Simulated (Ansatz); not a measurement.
# Lattice dynamics of InSe monolayer

How does InSe monolayer vibrate, and is this structure a minimum?

Program: Ansatz 0.2.0. Level of theory: DFT PBEsol, scalar-relativistic, plane waves, PAW; PAW set soft_1. Results are calculated unless marked as measured.

Report form: the programs' logs are mostly left out.

## Step 1: Starting point

The cell holds 4 atoms: 2 In and 2 Se. Cell: a = 4.130 Å, b = 4.130 Å, c = 22.000 Å, α = 90.0°, β = 90.0°, γ = 120.0°. It derives from InSe. Vacuum lies along c.

## Step 2: Bringing the structure to rest

Harmonic phonons are second derivatives at a point where the forces vanish, and they are wanted at zero stress, so atoms and cell are relaxed first.

The program solves this slab on a cell height of its own, 34.1 Å, in place of the one typed.

input.yaml

```yaml
crystal:
  lattice:
    - [4.13, 0.0, 0.0]
    - [-2.065, 3.57668, 0.0]
    - [0.0, 0.0, 22.0]
  atoms:
    - { symbol: In, position: [0.333333, 0.666667, 0.563636] }
    - { symbol: In, position: [0.333333, 0.666667, 0.436364] }
    - { symbol: Se, position: [0.666667, 0.333333, 0.617045] }
    - { symbol: Se, position: [0.666667, 0.333333, 0.382955] }
  periodic: [true, true, false]
kpoints:
  mp_grid: { grid: [9, 9, 1] }
hamiltonian:
  xc: pbesol
  pseudopotentials: { kind: paw, azcp: { folder: soft_1 }, xc_functional: pbe }
scf:
  occupations: { method: gaussian, width: 0.02 }
output:
  forces: true
  stress: true
  eigenvalues: true
  write_density: true
  write_potential: true
  elf: true
  volumetric_format: npy
relax:
  adjacent_minimum: "off"
  f_tol: 0.005
  max_steps: 80
  cell: { stress_2d_tol: 0.02 }
```

Run with:

```
$ ansatz run input.yaml --threads 4 --pin off --max-ram 16384MiB --backend cpu --events-out ev --progress --plain --runs-dir out
```

It took 40 s on 4 threads of Arm Neoverse V1, shared host; peak memory 0.92 GiB; 2.6 min of CPU time.

Step by step:

```csv
step,energy less that of the first step (eV),largest force component (eV/Å),volume (Å³)
1,0.0000,0.2652,503.71
2,-0.0354,0.6371,479.53
3,-0.0661,0.0879,478.23
4,-0.0705,0.0119,471.49
5,-0.0705,0.0009,471.63
6*,-0.0698,0.0010,471.63
```

Relaxation steps marked * repeat the geometry before them on a plane-wave basis chosen anew for their cell, so energy and pressure can jump there.

The run keeps the 12 symmetry operations that it works with, so distortions that break them were not tested.

```csv
cell as run,before,after,change
a (Å),4.130,3.996,-3.2 %
b (Å),4.130,3.996,-3.2 %
```

The atoms that moved most (Å, along periodic axes as changes of fractional coordinates times the final cell, across vacuum about the mean position):

| atom | dx | dy | dz | length |
| --- | --- | --- | --- | --- |
| Se3 | 0.000 | 0.000 | 0.094 | 0.094 |
| Se4 | 0.000 | 0.000 | -0.094 | 0.094 |
| In1 | 0.000 | 0.000 | -0.013 | 0.013 |
| In2 | 0.000 | 0.000 | 0.013 | 0.013 |

The relaxed structure:

```xyz
4
Lattice="3.9963 0.0000 0.0000 -1.9981 3.4609 0.0000 0.0000 0.0000 34.1000" Properties=species:S:1:pos:R:3
In    0.0000    2.3073   12.3866
In    0.0000    2.3073    9.6134
Se    1.9981    1.1536   13.6694
Se    1.9981    1.1536    8.3306
```

This step gave:

* gap on the k-mesh: 1.647 eV
* direct gap on mesh: 1.721 eV
* area per atom: 3.458 Å²

ELF in the ac plane at fractional y = 0.333, with atoms of Se within 0.2 Å of it. It is the smooth field of the valence electrons, not physical close to the nuclei.

Ten even steps from '0' (0.00) to '9' (0.80), each cell a mean:
```
00000000000000
00000000000000
00000000000000
00000000000000
00000000000000
00000000000000
00000000000000
00000000000000
00000000000000
00000000000000
00000000000000
00000000000000
00000012222210
31002689999987
52124798645898
33333333333333
34443211111112
42223578766786
52014799878998
00000235565542
00000000000000
00000000000000
00000000000000
00000000000000
```
Columns run along a (4.0 Å), rows up along c (34.1 Å). Atoms in or near the plane, at fractional coordinates: Se at (0.67, 0.40), Se at (0.67, 0.24).

Valence density in the ac plane at fractional y = 0.333, with atoms of Se within 0.2 Å of it. It is the smooth field of the valence electrons, not physical close to the nuclei.

Ten steps, logarithmic in the rise over the least value, from '0' (0 e/Å³) to '9' (19 e/Å³), each cell a mean:
```
00000000000000
00000000000000
00000000000000
00000000000000
00000000000000
00000000000000
00000000000000
00000000000000
00000000000000
00000000000000
00000000000000
00000000000000
00000000000000
00000012233210
11111224799632
11111111111111
01110000000000
11111123576422
00000124798521
00000000000000
00000000000000
00000000000000
00000000000000
00000000000000
```
Columns run along a (4.0 Å), rows up along c (34.1 Å). Atoms in or near the plane, at fractional coordinates: Se at (0.67, 0.40), Se at (0.67, 0.24).

Electrostatic potential energy in the ac plane at fractional y = 0.333, with atoms of Se within 0.2 Å of it. With pseudopotentials it is smooth inside the atoms' cores, unlike the true potential.

Values in eV, 24 rows by 14 columns, each cell a mean:
```
  0   0   0   0   0   0   0   0   0   0   0   0   0   0
  0   0   0   0   0   0   0   0   0   0   0   0   0   0
  0   0   0   0   0   0   0   0   0   0   0   0   0   0
  0   0   0   0   0   0   0   0   0   0   0   0   0   0
  0   0   0   0   0   0   0   0   0   0   0   0   0   0
  0   0   0   0   0   0   0   0   0   0   0   0   0   0
  0   0   0   0   0   0   0   0   0   0   0   0   0   0
  0   0   0   0   0   0   0   0   0   0   0   0   0   0
  0   0   0   0   0   0   0   0   0   0   0   0   0   0
  0   0   0   0   0   0   0   0   0   0   0   0   0   0
  0   0   0   0   0   0   0   0   0   0   0   0   0   0
  0   0   0   0   0   0   0   0   0   0   0   0   0   0
  0   0   0   0   0   0   0   0   0   0   0   0   0   0
 -1  -1  -1  -1  -1  -2  -3  -6  -8  -8  -8  -7  -4  -2
 -5  -4  -5  -4  -4  -6 -12 -15 -11  -7  -8 -14 -14  -8
 -5  -7  -8  -8  -6  -4  -3  -3  -3  -3  -3  -3  -3  -4
 -4  -5  -5  -5  -4  -3  -2  -2  -2  -1  -1  -2  -2  -3
 -6  -7  -8  -7  -6  -6  -8 -11 -10  -9  -9 -11  -9  -7
 -2  -1  -1  -1  -2  -4  -8 -12 -10  -8  -8 -12 -10  -6
  0   0   0   0   0   0   0   0   0  -1   0   0   0   0
  0   0   0   0   0   0   0   0   0   0   0   0   0   0
  0   0   0   0   0   0   0   0   0   0   0   0   0   0
  0   0   0   0   0   0   0   0   0   0   0   0   0   0
  0   0   0   0   0   0   0   0   0   0   0   0   0   0
```
Columns run along a (4.0 Å; values clipped at the 3rd and 97th percentile), rows up along c (34.1 Å). Atoms in or near the plane, at fractional coordinates: Se at (0.67, 0.40), Se at (0.67, 0.24).

## Step 3: Relaxing to small forces for the phonons

Phonons need a cell at rest on their own settings, so the relaxation is repeated with tight tolerances on forces and stress, using the mesh and the filling of the phonon run that follows.

input.yaml

```yaml
crystal:
  lattice:
    - [3.9962906255, 0.0, 0.0]
    - [-1.9981453128, 3.4608892026, 0.0]
    - [0.0, 0.0, 34.09996]
  atoms:
    - { symbol: In, position: [0.3333333333, 0.6666666667, 0.3632434002] }
    - { symbol: In, position: [0.3333333333, 0.6666666667, 0.2819186469] }
    - { symbol: Se, position: [0.6666666667, 0.3333333333, 0.4008638903] }
    - { symbol: Se, position: [0.6666666667, 0.3333333333, 0.2442981568] }
  periodic: [true, true, false]
kpoints:
  mp_grid: { grid: [9, 9, 1] }
hamiltonian:
  xc: pbesol
  pseudopotentials: { kind: paw, azcp: { folder: soft_1 }, xc_functional: pbe }
scf:
  occupations: { method: fixed }
output:
  forces: true
  stress: true
  eigenvalues: true
relax:
  adjacent_minimum: "off"
  f_tol: 0.001
  max_steps: 60
  cell: { stress_2d_tol: 0.002 }
```

Wall time 26 s (4 threads); peak memory 0.81 GiB; 97 s of CPU time.

Little changed from the start: no atom moved by 0.005 Å and no cell edge by 0.1 %.

Numbers from this step:

```yaml
gap_on_the_k_mesh: 1.648 eV
direct_gap_on_mesh: 1.722 eV
area_per_atom: 3.457 Å²
```

The largest force component left is 0.17 meV/Å, within the tolerances set.

## Step 4: Linear response at the zone centre

The zone centre comes first: it holds the modes that light can see, as far as symmetry allows. The response to a homogeneous field gives the Born charges and the dielectric tensor, and its change with displacement the Raman tensors.

input.yaml, the sections that differ from step 3:

```yaml
crystal:
  lattice:
    - [3.9960857113, 0.0, 0.0]
    - [-1.9980428557, 3.4607117416, 0.0]
    - [0.0, 0.0, 34.09996]
  atoms:
    - { symbol: In, position: [0.3333333333, 0.6666666667, 0.3632454124] }
    - { symbol: In, position: [0.3333333333, 0.6666666667, 0.2819166347] }
    - { symbol: Se, position: [0.6666666667, 0.3333333333, 0.4008740361] }
    - { symbol: Se, position: [0.6666666667, 0.3333333333, 0.244288011] }
  periodic: [true, true, false]
output:
  eigenvalues: true
phonons:
  method: dfpt
  dielectric: true
  raman: true
# kpoints, hamiltonian, scf: as in step 3
# relax: removed
```

The job ended after 40 min (4 threads; peak memory 4.6 GiB).

Numbers from this step:

| Quantity | Value |
| --- | --- |
| sum-rule residual before enforcement | 8.74e-5 eV/Å² |
| miss of the charge sum rule | 0.005005 e |
| estimated error of the dielectric tensor | 0.01024 |
| estimated error of the Born charges | 0.01859 e |
| point group | -6m2 |
| highest optical mode at the zone centre (no LO-TO term) | 226.4 cm⁻¹ |
| lowest optical zone-centre mode | 36.28 cm⁻¹ |
| largest Born charge (third of the trace) | 1.640 e |

Without the LO-TO term. Patterns of degenerate modes are one choice out of their space. Modes at Γ, with each element's share of the kinetic energy:

```
mode  frequency (cm⁻¹)  symmetry  In %  Se %
   1               0.0  acoustic    59    41
   2               0.0  acoustic    59    41
   3               0.0  acoustic    59    41
   4              36.3       E''    62    38
   5              36.3       E''    62    38
   6             105.9       A1'    30    70
   7             169.6       E''    38    62
   8             169.6       E''    38    62
   9             173.6        E'    41    59
  10             173.6        E'    41    59
  11             198.9      A2''    41    59
  12             226.4       A1'    70    30
```

Displacements in mode 5 (36.3 cm⁻¹), the largest set to 1:
```
In1  1.00  0.37  0.00
In2 -1.00 -0.37  0.00
Se3  0.95  0.36  0.00
Se4 -0.95 -0.36  0.00
```

Displacements in mode 11 (198.9 cm⁻¹), the largest set to 1:
```
In1  0.00  0.00 -0.69
In2  0.00  0.00 -0.69
Se3  0.00  0.00  1.00
Se4  0.00  0.00  1.00
```

High-frequency dielectric tensor, averaged over the cell of height 34.1 Å or as lengthened by the program, vacuum included. Tensor:

|  | x | y | z |
| --- | --- | --- | --- |
| x | 2.739 | 0 | 0 |
| y | 0 | 2.739 | 0 |
| z | 0 | 0 | 1.212 |

Born charge (rows field, columns displacement) (e), principal values of the symmetric part by kind of site:

| atom | atoms with these values | low | middle | high | mean |
| --- | --- | --- | --- | --- | --- |
| In1 | 2 | 0.17 | 2.38 | 2.38 | 1.64 |
| Se3 | 2 | -2.38 | -2.38 | -0.17 | -1.64 |

In full for Se3:

```
-2.38  0.00  0.00
 0.00 -2.38  0.00
 0.00  0.00 -0.17
```

Transverse modes. Infrared lines, with heights relative to the strongest:

```
position (cm⁻¹)  label  relative intensity
             36    E''                 0.0
            106    A1'                 0.0
            170    E''                 0.0
            174     E'                 100
            199   A2''                 0.2
            226    A1'                 0.0
```

Activity x (w_L - w)^4 (n + 1)/w, 532 nm, 300 K; the tensors are static ones, while 532 nm light lies above the computed direct gap, where resonance would change the heights. Raman lines, with heights relative to the strongest:

```
position (cm⁻¹)  label  relative intensity
             36    E''                 4.1
            106    A1'                 100
            170    E''                 0.3
            174     E'                 0.6
            199   A2''                 0.0
            226    A1'                  88
```

Before it was imposed, the acoustic sum rule was missed by 8.7e-5 eV/Å² and the charge sum rule by 0.0050 e. Small misses are needed for a sound result but don't prove that mesh and cutoff are converged. The lowest optical mode is real, 36.3 cm⁻¹.

## Step 5: The dispersion

Stability and thermal properties need the whole zone. Linear response on a 3×3×1 q mesh gives force constants as far as a supercell of that size would, and the tensors from the zone-centre run are typed in so that the long-range dipole term is interpolated apart.

input.yaml, the sections that differ from step 4:

```yaml
phonons:
  method: dfpt
  qmesh: [3, 3, 1]
  temperatures: { t_max: 1000, t_step: 50 }
  qpath:
    path:
      - [0.0, 0.0, 0.0]
      - [0.5, 0.0, 0.0]
      - [0.33333333, 0.33333333, 0.0]
      - [0.0, 0.0, 0.0]
    npoints: 10
  isolated: true
  non_analytic_term:
    high_frequency_dielectric_tensor: [[2.7389, 0.0, 0.0], [0.0, 2.7389, 0.0], [0.0, 0.0, 1.212]]
    born_effective_charges:
      - { species: In, tensor: [[2.3766, 0.0, 0.0], [0.0, 2.3766, 0.0], [0.0, 0.0, 0.1658]] }
      - { species: In, tensor: [[2.3766, 0.0, 0.0], [0.0, 2.3766, 0.0], [0.0, 0.0, 0.1658]] }
      - { species: Se, tensor: [[-2.3766, 0.0, 0.0], [0.0, -2.3766, 0.0], [0.0, 0.0, -0.1658]] }
      - { species: Se, tensor: [[-2.3766, 0.0, 0.0], [0.0, -2.3766, 0.0], [0.0, 0.0, -0.1658]] }
    source: "zone-centre run at this cell"
# crystal, kpoints, hamiltonian, scf, output: as in step 4
```

Run time: 9 min. Hardware: 4 threads; peak memory 2.4 GiB.

This step gave:

- sum-rule residual before enforcement: 5.08e-5 eV/Å²
- lowest frequency on the path: -6.175 cm⁻¹
- highest frequency on the path or at a solved wavevector: 226.4 cm⁻¹
- lowest mode on the q mesh (acoustic modes at Γ apart): 36.28 cm⁻¹

Frequencies (cm⁻¹) solved at each irreducible wavevector; negative means imaginary. Frequencies by wavevector, by row:

```csv
q in reciprocal lattice units,star,mode 1,mode 2,mode 3,mode 4,mode 10,mode 11,mode 12
0 0 0,1,0,0,0,36.3,173.6,198.9,226.4
0 0.3333 0,6,38.6,42.2,58,59,194.9,195.1,223
0.3333 0.3333 0,2,44.3,45.5,74.8,86.7,185,188.6,220.1
```

Interpolated from a 3×3×1 q mesh, with the LO-TO term (at Γ the limit along the path; where Γ stands inside the path, tables give the limit on arrival). The phonon branches at the labelled points (cm⁻¹):

```
  point  branch 1  branch 2  branch 3  branch 4  branch 9  branch 10  branch 11  branch 12
      Γ         0         0         0        36       174        174        199        226
halfway        29        32        53        58       175        195        201        223
      M        46        52        54        61       184        189        189        224
halfway        44        48        65        75       184        185        187        222
      K        44        46        75        87       184        185        189        220
halfway        32        45        55        62       178        193        198        222
      Γ         0         0         0        36       174        174        199        226
```

The phonon density of states has structure finer than the step of the table below, so its rows give means over 5 cm⁻¹, whole bins alone (the curve runs from -7 to 227 cm⁻¹). Peaks (cm⁻¹: height): 45.0: 0.164, 57.0: 0.166, 85.0: 0.178, 121.0: 0.0895, 175.0: 0.348, 195.0: 0.186, 223.0: 0.271.

Tetrahedra on a 18×18×1 mesh, mean over bins of 2 cm-1. Interpolated from a 3×3×1 q mesh. Table of phonon density of states by wavenumber; means over each step:

| wavenumber (cm⁻¹) | phonon density of states (1/cm⁻¹/cell) |
| --- | --- |
| 0 | 0.00395 |
| 5 | 0.00579 |
| 10 | 0.00876 |
| 15 | 0.0137 |
| 20 | 0.0185 |
| 25 | 0.0231 |
| 30 | 0.0295 |
| 35 | 0.0418 |
| 40 | 0.0804 |
| 45 | 0.134 |
| 50 | 0.109 |
| 55 | 0.0944 |
| 60 | 0.102 |
| 65 | 0.0620 |
| 70 | 0.0492 |
| 75 | 0.0372 |
| 80 | 0.0386 |
| 85 | 0.122 |
| 90 | 0.0219 |
| 95 | 0 |
| 100 | 0 |
| 105 | 0.0438 |
| 110 | 0.0284 |
| 115 | 0.0312 |
| 120 | 0.0600 |
| 125 | 0.0346 |
| 130 | 0.00208 |
| 135 | 0 |
| 140 | 0 |
| 145 | 0 |
| 150 | 0 |
| 155 | 0 |
| 160 | 0 |
| 165 | 0.00162 |
| 170 | 0.141 |
| 175 | 0.276 |
| 180 | 0.133 |
| 185 | 0.112 |
| 190 | 0.141 |
| 195 | 0.128 |
| 200 | 0.0418 |
| 205 | 0.0267 |
| 210 | 0 |
| 215 | 3.4e-5 |
| 220 | 0.104 |

[end of part 1 of 2]

[Logs are printed without paths, hosts, clocks, repeated set-up lines and the standing remarks that a program may print on its own settings, such as how far it seeks lower states.]

[Hosts, paths, dates, database ids (printed as entryN), source tags and the programs' standing remarks are cut or masked in the printed files.]
